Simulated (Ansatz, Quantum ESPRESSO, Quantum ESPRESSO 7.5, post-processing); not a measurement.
**Ballistic transmission: Ru chain with one atom pushed 1.0 Å aside at constant bond length**

Aim: the zero-bias transmission with pwcond for this junction: Ru chain with one atom pushed 1.0 Å aside at constant bond length.

Main program and level: Quantum ESPRESSO 7.5; plane-wave DFT, PBE, GBRV ultrasoft pseudopotentials (cross-check by Ansatz 0.2.0 with PAW datasets).

Most raw output is cut from this account.

### 1. The starting structure

The cell holds 15 atoms: 15 Ru. Cell: a = 7.500 Å, b = 7.500 Å, c = 33.281 Å, α = 90.0°, β = 90.0°, γ = 90.0°. Regions: left lead, 7 atoms (7 Ru); channel, 1 atom (1 Ru); right lead, 7 atoms (7 Ru). Vacuum lies along a and b. The structure is stacked along c, and the current runs across the ab planes.

### 2. Ground state

One periodic cell holds a stretch of lead, the junction and more lead; the atoms stay as built.

scf.in reads:

```
&control
  prefix = 'scf'
  outdir = './out'
  pseudo_dir = './pseudo'
  calculation = 'scf'
  tprnfor = .true.
/
&system
  ibrav = 0
  nat = 15
  ntyp = 1
  ecutwfc = 34
  ecutrho = 170
  occupations = 'smearing'
  smearing = 'mv'
  degauss = 0.01
/
&electrons
  conv_thr = 1e-07
  mixing_beta = 0.25
  electron_maxstep = 120
  mixing_mode = 'local-TF'
/
ATOMIC_SPECIES
  Ru  101.0700  ru_pbe_v1.2.uspp.F.UPF
CELL_PARAMETERS angstrom
  7.50000000000000 0.00000000000000 0.00000000000000
  0.00000000000000 7.50000000000000 0.00000000000000
  0.00000000000000 0.00000000000000 33.28112887414927
ATOMIC_POSITIONS crystal
  Ru  0.500000000000 0.500000000000 0.000000000000
  Ru  0.500000000000 0.500000000000 0.067605879852
  Ru  0.500000000000 0.500000000000 0.135211759704
  Ru  0.500000000000 0.500000000000 0.202817639556
  Ru  0.500000000000 0.500000000000 0.270423519407
  Ru  0.500000000000 0.500000000000 0.338029399259
  Ru  0.500000000000 0.500000000000 0.405635279111
  Ru  0.633333333000 0.500000000000 0.466197060074
  Ru  0.500000000000 0.500000000000 0.526758841037
  Ru  0.500000000000 0.500000000000 0.594364720889
  Ru  0.500000000000 0.500000000000 0.661970600741
  Ru  0.500000000000 0.500000000000 0.729576480593
  Ru  0.500000000000 0.500000000000 0.797182360444
  Ru  0.500000000000 0.500000000000 0.864788240296
  Ru  0.500000000000 0.500000000000 0.932394120148
K_POINTS automatic
  1 1 3 0 0 0
```

Run with:

```sh
$ OMP_NUM_THREADS=1 mpirun -n 4 pw.x -nk 1 -in scf.in > scf.out
```

The job ended after 7 min (4 MPI ranks of Arm Neoverse N1, shared host; peak memory 2.3 GiB).

Numbers from this step:

```
free energy  : -39584.6114 eV
Fermi energy : -1.920 eV
```

The program's own clock; routines nest. Time by routine:

```csv
routine,wall time (s),calls
PWSCF,418.7,1
electrons,406.8,1
c_bands,301.5,24
cegterg,296.9,48
h_psi,176.2,189
fftw,142.6,37256
vloc_psi,123.5,189
sum_band,58.84,24
calbec,39.39,245
h_psi:calbec,25.89,189
mix_rho,25.76,24
add_vuspsi,25.68,189
s_psi,25.57,189
newd,17.75,25
```

The run needed 24 iterations to bring the estimated error under 1e-07 Ry; the largest force on any atom, held or free, is 0.48 eV/Å.

### 3. The open system

prefixt takes both regions from one run: the lead from 0 to bdl, the scattering region from bdl to bds (units of alat). ikind = 1 puts the same lead on both sides. The program's T_tot counts both spins in a run without spin; the tables below give T per spin.

cond.in reads:

```
&inputcond
  outdir = './out'
  prefixt = 'scf'
  tran_file = 'cond.dat'
  bdl = 0.6000000000
  bds = 4.4374838493
  ikind = 1
  ewind = 4.0
  epsproj = 1e-05
  nz1 = 7
  energy0 = 2.0
  denergy = -0.1
/
1
  0.00000000 0.00000000 1.00000000
41
```

Run with:

```sh
$ OMP_NUM_THREADS=1 mpirun -n 4 pwcond.x -in cond.in > cond.out
```

The job ended after 11 min (4 MPI ranks; peak memory 0.59 GiB).

Read from the output:

| Quantity | Value |
| --- | --- |
| lead channels at the Fermi level, one spin | 6 |
| transmission at the Fermi level, one spin | 4.188 |
| conductance | 4.188 G₀ |

Per spin. Open channels against energy, zero at the Fermi level:

```csv
energy (eV),open channels
-2.00,3
-1.90,3
-1.70,3
-1.60,3
-1.40,2
-1.30,5
-1.20,5
-1.00,6
-0.90,6
-0.80,6
-0.60,6
-0.50,6
-0.30,6
-0.20,6
-0.10,6
0.00,6
0.10,6
0.20,4
0.30,4
0.50,4
0.60,3
0.80,4
0.90,4
1.00,4
1.20,4
1.30,4
1.40,4
1.60,4
1.70,4
1.90,3
2.00,3
```

Per spin. The transmission by energy, zero at the Fermi level:

```csv
energy (eV),transmission
-2.00,2.24
-1.90,2.23
-1.80,2.22
-1.70,2.14
-1.60,2.16
-1.50,2.11
-1.40,1.63
-1.20,2.80
-1.10,4.06
-1.00,4.49
-0.90,4.67
-0.80,4.69
-0.70,4.69
-0.60,4.64
-0.50,4.58
-0.40,4.43
-0.30,3.94
-0.20,4.32
-0.10,4.29
0.00,4.19
0.10,3.88
0.20,2.99
0.30,3.12
0.40,3.07
0.50,2.99
0.60,1.68
0.70,2.83
0.80,2.75
0.90,2.68
1.00,2.60
1.10,2.52
1.20,2.44
1.40,2.24
1.50,2.12
1.60,1.97
1.70,1.74
1.80,1.65
1.90,1.63
2.00,1.59
```

The program's own clock; routines nest. Time by routine:

```csv
routine,wall time (s),calls
PWCOND,650.9,1
scatter_forw,530.2,82
compbs,85.46,41
compbs_2,72.53,41
local,20.87,1
init,1.65,1
poten,0.19,1
```

The run is unpolarised; a magnetic state was not tried, may lie lower and would change T.

At no point does T exceed the number of channels. That doesn't clear the run: at some energies its lead has fewer channels than the second code's.

### 4. The open system, with epsproj = 0.001

A sensitivity test on the input.

cond.w.in, as its differences from the input of step 3:

```diff
@@ -3,3 +3,3 @@
   prefixt = 'scf'
-  tran_file = 'cond.dat'
+  tran_file = 'cond.w.dat'
   bdl = 0.6000000000
@@ -8,3 +8,3 @@
   ewind = 4.0
-  epsproj = 1e-05
+  epsproj = 0.001
   nz1 = 7
```

Run with:

```sh
$ OMP_NUM_THREADS=1 mpirun -n 4 pwcond.x -in cond.w.in > cond.w.out
```

The job ended after 4.5 min (4 MPI ranks; peak memory 0.45 GiB; 18 min of CPU time).

The changed values were drawn from a wide range, not chosen for quality; the comparison shows what they did here together.

Beside the run it was changed from:

```csv
quantity,this run,unchanged run,difference
"transmission at the Fermi level, one spin",4.251,4.188,0.063
"lead channels at the Fermi level, one spin",6,6,0
wall time (s),270,652,
```

Over all energies T moves by up to 0.42, at -0.3 eV.

The physical values in this table move by up to 1.5 %.

### 5. Transmission with pwcond.x, with ikind = 2

Another try, with an input changed as a hurried user might.

cond.bad.in, as its differences from the input of step 3:

```diff
@@ -3,6 +3,6 @@
   prefixt = 'scf'
-  tran_file = 'cond.dat'
+  tran_file = 'cond.bad.dat'
   bdl = 0.6000000000
   bds = 4.4374838493
-  ikind = 1
+  ikind = 2
   ewind = 4.0
```

Run with:

```sh
$ OMP_NUM_THREADS=1 mpirun -n 4 pwcond.x -in cond.bad.in > cond.bad.out
```

It took 2.2 s on 4 MPI ranks; peak memory 0.45 GiB.

The program refused the input before any cycle.

The program's message: “Error in routine init_orbitals (1): Too big atomic spheres”

The change that led to it: inputcond.ikind = 2.

The message: “init_orbitals (1): Too big atomic spheres”. ikind = 2 asks for a second, right-hand lead, for which no boundary (bdr) or run was given; ikind = 1 fits one lead on both sides.

### 6. The same in Ansatz

As a check, the same structure is run in Ansatz.

Level of this step: plane-wave DFT, PBE, Ansatz PAW (Ansatz 0.2.0).

input.yaml reads:

```yaml
crystal:
  lattice:
    - [7.5, 0.0, 0.0]
    - [0.0, 7.5, 0.0]
    - [0.0, 0.0, 33.2811288741]
  atoms:
    - { symbol: Ru, position: [0.5, 0.5, 0.0] }
    - { symbol: Ru, position: [0.5, 0.5, 0.0676058799] }
    - { symbol: Ru, position: [0.5, 0.5, 0.1352117597] }
    - { symbol: Ru, position: [0.5, 0.5, 0.2028176396] }
    - { symbol: Ru, position: [0.5, 0.5, 0.2704235194] }
    - { symbol: Ru, position: [0.5, 0.5, 0.3380293993] }
    - { symbol: Ru, position: [0.5, 0.5, 0.4056352791] }
    - { symbol: Ru, position: [0.633333333, 0.5, 0.4661970601] }
    - { symbol: Ru, position: [0.5, 0.5, 0.526758841] }
    - { symbol: Ru, position: [0.5, 0.5, 0.5943647209] }
    - { symbol: Ru, position: [0.5, 0.5, 0.6619706007] }
    - { symbol: Ru, position: [0.5, 0.5, 0.7295764806] }
    - { symbol: Ru, position: [0.5, 0.5, 0.7971823604] }
    - { symbol: Ru, position: [0.5, 0.5, 0.8647882403] }
    - { symbol: Ru, position: [0.5, 0.5, 0.9323941201] }
kpoints:
  mp_grid: { grid: [1, 1, 4] }
hamiltonian:
  xc: pbe
scf:
  occupations: { method: fermi_dirac, width: 0.1 }
  convergence: { dr2_threshold: 1.0e-08 }
output:
  transmission:
    leads: [[0, 1]]
    e_range: [-2.0, 2.0]
    de: 0.05
    kmesh: [1, 1]
    reduced_basis: true
  write_potential: true
  write_density: true
  volumetric_format: npy
  elf: true
```

Run with:

```sh
$ ansatz run input.yaml --threads 4 --pin off --max-ram 8192MiB --backend cpu --events-out ev --progress --plain --runs-dir out
```

Wall time 12 min (4 threads); peak memory 3.3 GiB; 44 min of CPU time.

This step gave:

| Property | Result |
| --- | --- |
| free energy | -88120.6441 eV |
| energy at zero smearing | -88119.8618 eV |
| smearing term TS | 1.565 eV |
| Fermi energy | -1.934 eV |
| symmetry operations | 4 |
| transmission at the Fermi level, one spin | 4.078 |
| step of the lead's Hamiltonian over a period | 3.8 meV |

Per spin. Transmission against energy, zero at the Fermi level:

```csv
energy (eV),transmission
-2.000,2.24
-1.800,2.22
-1.600,2.16
-1.400,2.04
-1.250,3.35
-1.200,2.88
-1.000,4.52
-0.850,4.72
-0.800,4.71
-0.600,4.67
-0.400,4.49
-0.200,4.30
0.000,4.08
0.200,3.33
0.400,3.08
0.600,2.93
0.800,2.76
1.000,2.59
1.200,2.41
1.400,2.22
1.600,1.96
1.800,1.64
2.000,1.60
```

Per spin. Open channels against energy, zero at the Fermi level:

```csv
energy (eV),open channels
-2.00,3
-1.85,3
-1.70,3
-1.60,3
-1.45,3
-1.30,5
-1.15,6
-1.05,6
-0.90,6
-0.75,6
-0.60,6
-0.50,6
-0.35,6
-0.20,6
-0.05,6
0.00,6
0.05,6
0.20,6
0.35,4
0.50,4
0.60,4
0.75,4
0.90,4
1.05,4
1.15,4
1.30,4
1.45,4
1.60,4
1.70,4
1.85,3
2.00,3
```

Valence density in the ca plane at fractional y = 0.500, with atoms of Ru within 0.2 Å of it. It is the smooth field of the valence electrons, not physical close to the nuclei.

Values in units of 1e0 e/Å³, 11 rows by 16 columns, each cell a mean:
```
0.0 0.0 0.0 0.0 0.0 0.0 0.0 0.0 0.0 0.0 0.0 0.0 0.0 0.0 0.0 0.0
0.0 0.0 0.0 0.0 0.0 0.0 0.0 0.0 0.0 0.0 0.0 0.0 0.0 0.0 0.0 0.0
0.0 0.0 0.0 0.0 0.0 0.0 0.0 0.0 0.0 0.0 0.0 0.0 0.0 0.0 0.0 0.0
0.3 0.1 0.2 0.2 0.2 0.2 0.2 0.2 0.1 0.2 0.1 0.2 0.1 0.2 0.2 0.2
4.2 0.9 3.9 1.5 2.9 2.5 1.9 3.5 1.1 4.1 0.9 4.0 1.2 3.3 2.1 2.2
8.3 1.8 7.5 3.0 5.8 4.9 3.8 6.8 2.3 8.0 1.7 7.9 2.5 6.5 4.2 4.5
2.3 0.5 2.1 0.8 1.6 1.3 1.1 1.9 0.6 2.2 0.5 2.2 0.7 1.8 1.1 1.2
0.1 0.1 0.1 0.1 0.1 0.1 0.1 0.1 0.1 0.1 0.1 0.1 0.1 0.1 0.1 0.1
0.0 0.0 0.0 0.0 0.0 0.0 0.0 0.0 0.0 0.0 0.0 0.0 0.0 0.0 0.0 0.0
0.0 0.0 0.0 0.0 0.0 0.0 0.0 0.0 0.0 0.0 0.0 0.0 0.0 0.0 0.0 0.0
0.0 0.0 0.0 0.0 0.0 0.0 0.0 0.0 0.0 0.0 0.0 0.0 0.0 0.0 0.0 0.0
```
Columns run along c (16.0 Å, from fractional 0.52 to 1.00 of the cell), rows up along a (7.5 Å). Atoms in or near the plane, at fractional coordinates: Ru at (0.53, 0.50), Ru at (0.59, 0.50), Ru at (0.66, 0.50), Ru at (0.73, 0.50), Ru at (0.80, 0.50), Ru at (0.86, 0.50), Ru at (0.93, 0.50).

ELF in the ca plane at fractional y = 0.500, with atoms of Ru within 0.2 Å of it. It is the smooth field of the valence electrons, not physical close to the nuclei.

Values, 11 rows by 16 columns, each cell a mean:
```
0.04 0.02 0.03 0.03 0.03 0.03 0.03 0.03 0.03 0.03 0.02 0.03 0.03 0.03 0.03 0.03
0.10 0.08 0.08 0.09 0.09 0.09 0.09 0.09 0.09 0.09 0.09 0.09 0.09 0.09 0.09 0.09
0.23 0.21 0.15 0.20 0.19 0.18 0.19 0.17 0.20 0.17 0.20 0.16 0.20 0.17 0.18 0.18
0.27 0.29 0.21 0.26 0.24 0.24 0.25 0.23 0.27 0.23 0.27 0.22 0.26 0.23 0.24 0.24
0.56 0.34 0.54 0.39 0.48 0.45 0.41 0.52 0.35 0.56 0.32 0.55 0.36 0.50 0.43 0.44
0.52 0.40 0.51 0.45 0.50 0.49 0.47 0.50 0.42 0.51 0.40 0.51 0.43 0.50 0.48 0.49
0.49 0.28 0.45 0.33 0.40 0.38 0.35 0.43 0.31 0.47 0.30 0.46 0.32 0.42 0.36 0.37
0.18 0.23 0.20 0.25 0.22 0.22 0.23 0.20 0.25 0.19 0.26 0.19 0.25 0.21 0.23 0.23
0.13 0.15 0.14 0.16 0.15 0.16 0.15 0.14 0.16 0.14 0.17 0.14 0.17 0.15 0.16 0.15
0.07 0.06 0.07 0.06 0.07 0.07 0.06 0.06 0.06 0.07 0.06 0.07 0.06 0.07 0.06 0.06
0.03 0.02 0.02 0.02 0.02 0.02 0.02 0.02 0.02 0.02 0.02 0.02 0.02 0.02 0.02 0.02
```
Columns run along c (16.0 Å, from fractional 0.52 to 1.00 of the cell), rows up along a (7.5 Å). Atoms in or near the plane, at fractional coordinates: Ru at (0.53, 0.50), Ru at (0.59, 0.50), Ru at (0.66, 0.50), Ru at (0.73, 0.50), Ru at (0.80, 0.50), Ru at (0.86, 0.50), Ru at (0.93, 0.50).

Ansatz finds T = 4.08 against pwcond's 4.19.

### 7. All levels side by side

All levels:

```csv
step,T at the Fermi level (per spin),conductance (G0),r.m.s. T(E) from the first,CPU time of the step (s),peak memory (GiB)
Ansatz,4.078,-,0,2626,3.275
pwcond,4.188,4.188,0.225,2606,0.59
"pwcond, changed setting",4.251,4.251,0.1911,1079,0.45
```

Per spin. Transmission against energy, zero at the Fermi level:

```csv
energy (eV),Ansatz,pwcond,"pwcond, changed setting"
-2.00,2.24,2.24,2.27
-1.90,2.24,2.23,2.27
-1.70,2.20,2.14,2.19
-1.60,2.16,2.16,2.21
-1.40,2.04,1.63,1.68
-1.30,2.60,2.66,2.65
-1.20,2.88,2.80,2.86
-1.00,4.52,4.49,4.46
-0.90,4.70,4.67,4.64
-0.80,4.71,4.69,4.68
-0.60,4.67,4.64,4.65
-0.50,4.60,4.58,4.62
-0.30,4.38,3.94,4.36
-0.20,4.30,4.32,4.38
-0.10,4.21,4.29,4.35
0.00,4.08,4.19,4.25
0.10,3.87,3.88,3.94
0.20,3.33,2.99,3.06
0.30,3.12,3.12,3.04
0.50,3.00,2.99,2.92
0.60,2.93,1.68,1.84
0.80,2.76,2.75,2.71
0.90,2.68,2.68,2.64
1.00,2.59,2.60,2.57
1.20,2.41,2.44,2.42
1.30,2.32,2.35,2.33
1.40,2.22,2.24,2.23
1.60,1.96,1.97,1.96
1.70,1.76,1.74,1.74
1.90,1.62,1.63,1.62
2.00,1.60,1.59,1.59
```

### 8. By hand

G = 4.19 × 77.48 µS = 324 µS a cell, a resistance of 3.08 kΩ.

### 9. Summary of results

```
conductance from T at the Fermi level, a cell (G₀ = 2e²/h) : 4.19 G₀
lead channels per spin                                     : 6.00
the same conductance by Ansatz                             : 4.08 G₀
```

In words: The junction conducts 4.19 G₀ a cell at the Fermi level (PBE, GBRV ultrasoft). At the Fermi level the junction passes 70 % of what the leads offer. At the Fermi level pwcond and Ansatz differ by 2.7 %, a close match. Over -2 to 2 eV, T lies between 1.6 and 4.7 per spin. pwcond's lead, cut out of the junction cell, has fewer channels than Ansatz's near 0.6 and -1.4 eV, so its T is in doubt there. The geometry is as built, not relaxed, and the leads are short. The chain ran without spin polarisation; chains of d metals can be magnetic.

[Logs are printed without paths, hosts, clocks, repeated set-up lines and the standing remarks that a program may print on its own settings, such as how far it seeks lower states.]

[Hosts, paths, dates, database ids (printed as entryN), source tags and the programs' standing remarks are cut or masked in the printed files.]

[Maps of the electrostatic potential energy from Ansatz leave out the sawtooth potential of an applied field or a dipole correction, so their vacuum need not be flat; planar profiles and work functions include it.]
